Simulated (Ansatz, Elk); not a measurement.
## How far do independent atoms describe Al2Si2Pb?

The structure of Al2Si2Pb used here is made up (a known structure type with other elements) and was relaxed beforehand with PBEsol. The aim is the Fourier transform of its all-electron density, F(hkl), set beside the sum over free spherical atoms that refinements use.

Calculated with Elk 11.2.3 (patched build); DFT, PBE, all-electron APW+lo, Dirac cores, scalar-relativistic bands, static density, no spin.

This account leaves out most program logs.

The structure was built from a prototype and need not be the compound's stable phase.

## 1. The starting structure

Symmetry: P-3m1, No. 164, trigonal system. Conventional cell: a = 4.100 Å, b = 4.100 Å, c = 7.262 Å, α = 90.00°, β = 90.00°, γ = 120.00°. Nearest to Pb lie 6 Si at 3.03 Å. Si has 4 Al at 2.52 to 2.61 Å and 3 Pb at 3.03 Å nearest. Al has 4 Si at 2.52 to 2.61 Å nearest. Farther neighbours are not listed.

## 2. Ground state and structure factors

An all-electron density is needed, since X-rays see the cores too. Task 0 finds the density and task 195 Fourier-transforms it; tshift is off so that phases refer to the origin typed.

elk.in

```
tasks
  0
  195

xctype
  20

spinpol
  .false.

rgkmax
  7.0

gmaxvr
  14.0

lmaxo
  7

lmaxapw
  8

swidth
  0.002

tshift
  .false.

ramdisk
  .false.

hmaxvr
  5.5

maxscl
  120

epspot
  1e-06

sppath
  './'

avec
  7.74805318892 0.00000000000 0.00000000000
  -3.87402659446 6.71001089148 -0.00000000000
  0.00000000000 -0.00000000000 13.72297324992

atoms
  3
  'Pb.in'
  1
  -0.0000000000 0.0000000000 -0.0000000000   0.000000 0.000000 0.000000
  'Si.in'
  2
  0.6666666667 0.3333333333 0.7389678229   0.000000 0.000000 0.000000
  0.3333333333 0.6666666667 0.2610321771   0.000000 0.000000 0.000000
  'Al.in'
  2
  0.6666666667 0.3333333333 0.3793565514   0.000000 0.000000 0.000000
  0.3333333333 0.6666666667 0.6206434486   0.000000 0.000000 0.000000

ngridk
  6 6 3
```

On the command line:

```
> OMP_NUM_THREADS=4 elk
```

Run time: 22 s. Hardware: 4 threads of Intel Xeon Platinum 8488C (Sapphire Rapids), shared host; peak memory 0.22 GiB.

SFACRHO.OUT:

```text

h k l indices transformed by vhmat matrix:
   1.000000000       0.000000000       0.000000000    
   0.000000000       1.000000000       0.000000000    
   0.000000000       0.000000000       1.000000000    

      h      k      l  multipl.   |H|            Re(F)            Im(F)           |F|

      0      0      0      1   0.0000000       136.00000     -0.31383059E-16   136.00000    
      0      0      1      2  0.45785889       60.260216     -0.12376399E-14   60.260216    
      0      0      2      2  0.91571778       53.285834      0.86634791E-14   53.285834    
      0     -1      0      6  0.93638973       52.731166     -0.61881993E-14   52.731166    
      0      1      1      6   1.0423342       87.816509     -0.24752797E-14   87.816509    
      1     -1     -1      6   1.0423342       74.323086     -0.12376399E-14   74.323086    
     -1      1     -2      6   1.3097194       92.376002      0.37129196E-14   92.376002    
     -1      1      2      6   1.3097194       65.409215     -0.37129196E-14   65.409215    
      0      0      3      2   1.3735767       84.706544      -0.0000000       84.706544    
     -1     -1      0      6   1.6218746       100.59653      0.15320206E-13   100.59653    
     -1      0     -3      6   1.6623894       84.146201      0.12376399E-13   84.146201    
      1      0     -3      6   1.6623894       32.230901     -0.11448169E-13   32.230901    
     -2      1     -1     12   1.6852632       51.858261      0.12376399E-14   51.858261    
      0      0      4      2   1.8314356       63.632685     -0.15161088E-13   63.632685    
      2     -1     -2     12   1.8625295       47.546044     -0.74258392E-14   47.546044    
      0     -2      0      6   1.8727795       46.995638     -0.86634791E-14   46.995638    
      0     -2     -1      6   1.9279361       63.813115     -0.18564598E-14   63.813115    
      2      0      1      6   1.9279361       73.496786     -0.74258392E-14   73.496786
```

Elk indexes on the primitive cell of elk.in and gives |H| = 4π sin θ/λ in inverse bohr. Below, one row stands for each form hkl of the conventional cell (m members, Friedel mates merged), F is for one primitive cell and the density is static (no thermal factor). Free-atom factors are Waasmaier and Kirfel's, and R is Σm||F|−|F'||/Σm|F|.

| hkl | m | sin θ/λ (Å⁻¹) | abs F, DFT | neutral atoms | diff. |
| --- | --- | --- | --- | --- | --- |
| 001 | 2 | 0.069 | 60.260 | 60.478 | -0.218 |
| 002 | 2 | 0.138 | 53.286 | 53.821 | -0.535 |
| 100 | 6 | 0.141 | 52.731 | 53.137 | -0.406 |
| 011 | 6 | 0.157 | 87.817 | 87.533 | +0.284 |
| 101 | 6 | 0.157 | 74.323 | 74.522 | -0.199 |
| 012 | 6 | 0.197 | 92.376 | 92.512 | -0.136 |
| 102 | 6 | 0.197 | 65.409 | 65.324 | +0.085 |
| 003 | 2 | 0.207 | 84.707 | 84.662 | +0.045 |
| 110 | 6 | 0.244 | 100.597 | 100.981 | -0.384 |
| 103 | 6 | 0.250 | 84.146 | 84.418 | -0.272 |
| 013 | 6 | 0.250 | 32.231 | 32.026 | +0.205 |
| 111 | 12 | 0.253 | 51.858 | 51.804 | +0.054 |
| 004 | 2 | 0.275 | 63.633 | 63.738 | -0.105 |
| 112 | 12 | 0.280 | 47.546 | 47.320 | +0.226 |
| 200 | 6 | 0.282 | 46.996 | 46.556 | +0.440 |
| 021 | 6 | 0.290 | 63.813 | 63.925 | -0.112 |
| 201 | 6 | 0.290 | 73.497 | 73.748 | -0.251 |
| 014 | 6 | 0.309 | 66.181 | 66.250 | -0.069 |

## 3. The highest occupied states alone

An energy window below the Fermi level keeps the highest occupied states, to see at which angles they scatter; shallow core shells can lie inside it and anion s states outside. No new self-consistency is needed.

elk.in, as its differences from that of step 2:

```diff
@@ -1,3 +1,2 @@
 tasks
-  0
   195
@@ -40,2 +39,5 @@
 
+wsfac
+  -0.325710 0.525530
+
 sppath
```

On the command line:

```
> OMP_NUM_THREADS=4 elk
```

Wall time 8.7 s (4 threads); peak memory 0.16 GiB.

States within 15 eV below the Fermi level hold 18.00 electrons; any levels below the window count with the cores. Their amplitudes can exceed the total, where window and core parts have opposite phase:

```
hkl  sin θ/λ (Å⁻¹)  abs F, window  abs F, all
001          0.069          0.794      60.260
002          0.138          2.156      53.286
100          0.141          1.448      52.731
011          0.157          2.897      87.817
101          0.157          0.107      74.323
012          0.197          0.910      92.376
102          0.197          0.716      65.409
003          0.207          0.647      84.707
110          0.244          0.114     100.597
103          0.250          0.145      84.146
```

## 4. Another functional

The difference from free atoms is small, so it is set against the change that LDA (Perdew-Wang) makes.

elk.in, as its differences from that of step 3:

```diff
@@ -1,2 +1,3 @@
 tasks
+  0
   195
@@ -4,3 +5,3 @@
 xctype
-  20
+  3
 
@@ -39,5 +40,2 @@
 
-wsfac
-  -0.325710 0.525530
-
 sppath
```

On the command line:

```
> OMP_NUM_THREADS=4 elk
```

Wall time 12 s (4 threads); peak memory 0.18 GiB; 27 s of CPU time.

Against the first run R = 0.04 %; the largest change is -0.057 at 300.

## 5. Basis size

The basis and the expansions that go with it are enlarged, to see whether the differences are converged.

elk.in, as its differences from that of step 4:

```diff
@@ -5,3 +5,3 @@
 xctype
-  3
+  20
 
@@ -11,12 +11,12 @@
 rgkmax
-  7.0
+  8.5
 
 gmaxvr
-  14.0
+  18.0
 
 lmaxo
-  7
+  9
 
 lmaxapw
-  8
+  10
```

On the command line:

```
> OMP_NUM_THREADS=4 elk
```

It took 50 s on 4 threads; peak memory 0.41 GiB; 1.8 min of CPU time.

Against the first run R = 0.00 %; the largest change is +0.003 at 206.

## 6. Settings against the effect

```csv
run,R against the first run (%),"R against neutral atoms, low angle (%)",wall time
"PBE, rgkmax 7",0.00,0.34,22 s
LDA (Perdew-Wang),0.04,0.33,12 s
rgkmax 8.5 with larger expansions,0.00,0.34,50 s
```

## 7. Outcome

```json
{
  "R against neutral atoms, sin θ/λ < 0.3 Å⁻¹": "0.34 %",
  "R against neutral atoms, 0.3 to 0.70 Å⁻¹": "0.04 %"
}
```

What this shows: Independent neutral atoms miss the calculated amplitudes by R = 0.34 % below 0.3 Å⁻¹ and 0.04 % from there to 0.70 Å⁻¹; by shells, 0.73 % below 0.15 Å⁻¹ (3 forms), 0.31 % 0.15 to 0.3 (14 forms), 0.07 % 0.3 to 0.45 (31 forms), 0.03 % above 0.45 (101 forms). Bonding, aspherical density and the tables' own atoms all enter these figures, and the runs don't part them. The largest change of an amplitude is -0.54 electrons, at 002. The window's part falls from 18.0 electrons at the origin to at most 0.34 between 0.45 and 0.70 Å⁻¹. Below 0.3 Å⁻¹ the changes that finished (LDA (Perdew-Wang) and rgkmax 8.5 with larger expansions) move F by R = 0.02 % at most, against the 0.34 % that separates it from free atoms. The k-mesh has no finished test. Spin-orbit coupling is left out, which can matter for elements this heavy. Part of the difference isn't bonding: the tables are fits to free atoms and ions calculated by other methods than this functional. Thermal motion, anomalous dispersion and extinction are left out.

[Logs are printed without paths, hosts, clocks, repeated set-up lines and the standing remarks that a program may print on its own settings, such as how far it seeks lower states.]

[Hosts, paths, dates, database ids (printed as entryN), source tags and the programs' standing remarks are cut or masked in the printed files.]
